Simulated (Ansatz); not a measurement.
# NbAs: which shell does photoemission see at 21.2 and 9251.7 eV? (PBE)

The valence band of NbAs mixes several shells. Work out by hand which one leads the spectrum's area at each photon energy.

Filled states come from the projected DOS of Ansatz 0.2.0 (PBE, plane waves); cross sections σ and asymmetry parameters β are those of free atoms in a Dirac–Hartree–Slater calculation. A shell's area is states × σ × angular factor, which is 1 + β·P₂(cos θ) for linear light, with θ = 30° from the polarisation and P₂ = 0.625.

**At 21.2 eV** (states counted from 11.2 eV below the zero; other shells add 0.066 to the products' sum of 74.3):

| shell | filled states a cell | cross section (Mb an electron) | β | angular factor | product | share by hand (%) | share in the simulated spectrum (%) |
| --- | --- | --- | --- | --- | --- | --- | --- |
| Nb 5s | 0.65 | 0.024 | 1.87 | 2.17 | 0.0335 | 0 | 0 |
| Nb 4d | 8.64 | 5.05 | 0.44 | 1.28 | 55.7 | 75 | 75 |
| As 4s | 1.65 | 0.00607 | 0.91 | 1.57 | 0.0157 | 0 | 0 |
| As 4p | 6.70 | 1.27 | 1.87 | 2.17 | 18.5 | 25 | 25 |

**At 9251.7 eV** (states counted from 14.8 eV below the zero; other shells add 5.2e-07 to the products' sum of 0.000193):

| shell | filled states a cell | cross section (Mb an electron) | β | angular factor | product | share by hand (%) | share in the simulated spectrum (%) |
| --- | --- | --- | --- | --- | --- | --- | --- |
| Nb 5s | 1.08 | 5.11e-06 | 2.00 | 2.25 | 1.24e-05 | 6 | 6 |
| Nb 4d | 8.81 | 1.06e-06 | 0.57 | 1.36 | 1.27e-05 | 7 | 7 |
| As 4s | 2.93 | 1.97e-05 | 2.00 | 2.25 | 0.00013 | 67 | 67 |
| As 4p | 6.77 | 3.46e-06 | 0.96 | 1.60 | 3.74e-05 | 19 | 19 |

Nb 4d leads at 21.2 eV and As 4s at 9251.7 eV. Between the two energies σ of Nb 4d changes by a factor 2.1e-7 and that of As 4s by 0.0032, so their ratio moves 15441-fold in favour of the second. The simulated spectrum uses the same rule on the energy-resolved DOS, so the two share columns agree within a few points.

Only crystals where the two columns agree within 4 points and the lead is clear are worked in this form. Free-atom cross sections ignore the solid's final states, no escape depth or background enters, and the count of states a shell hangs on the projection.
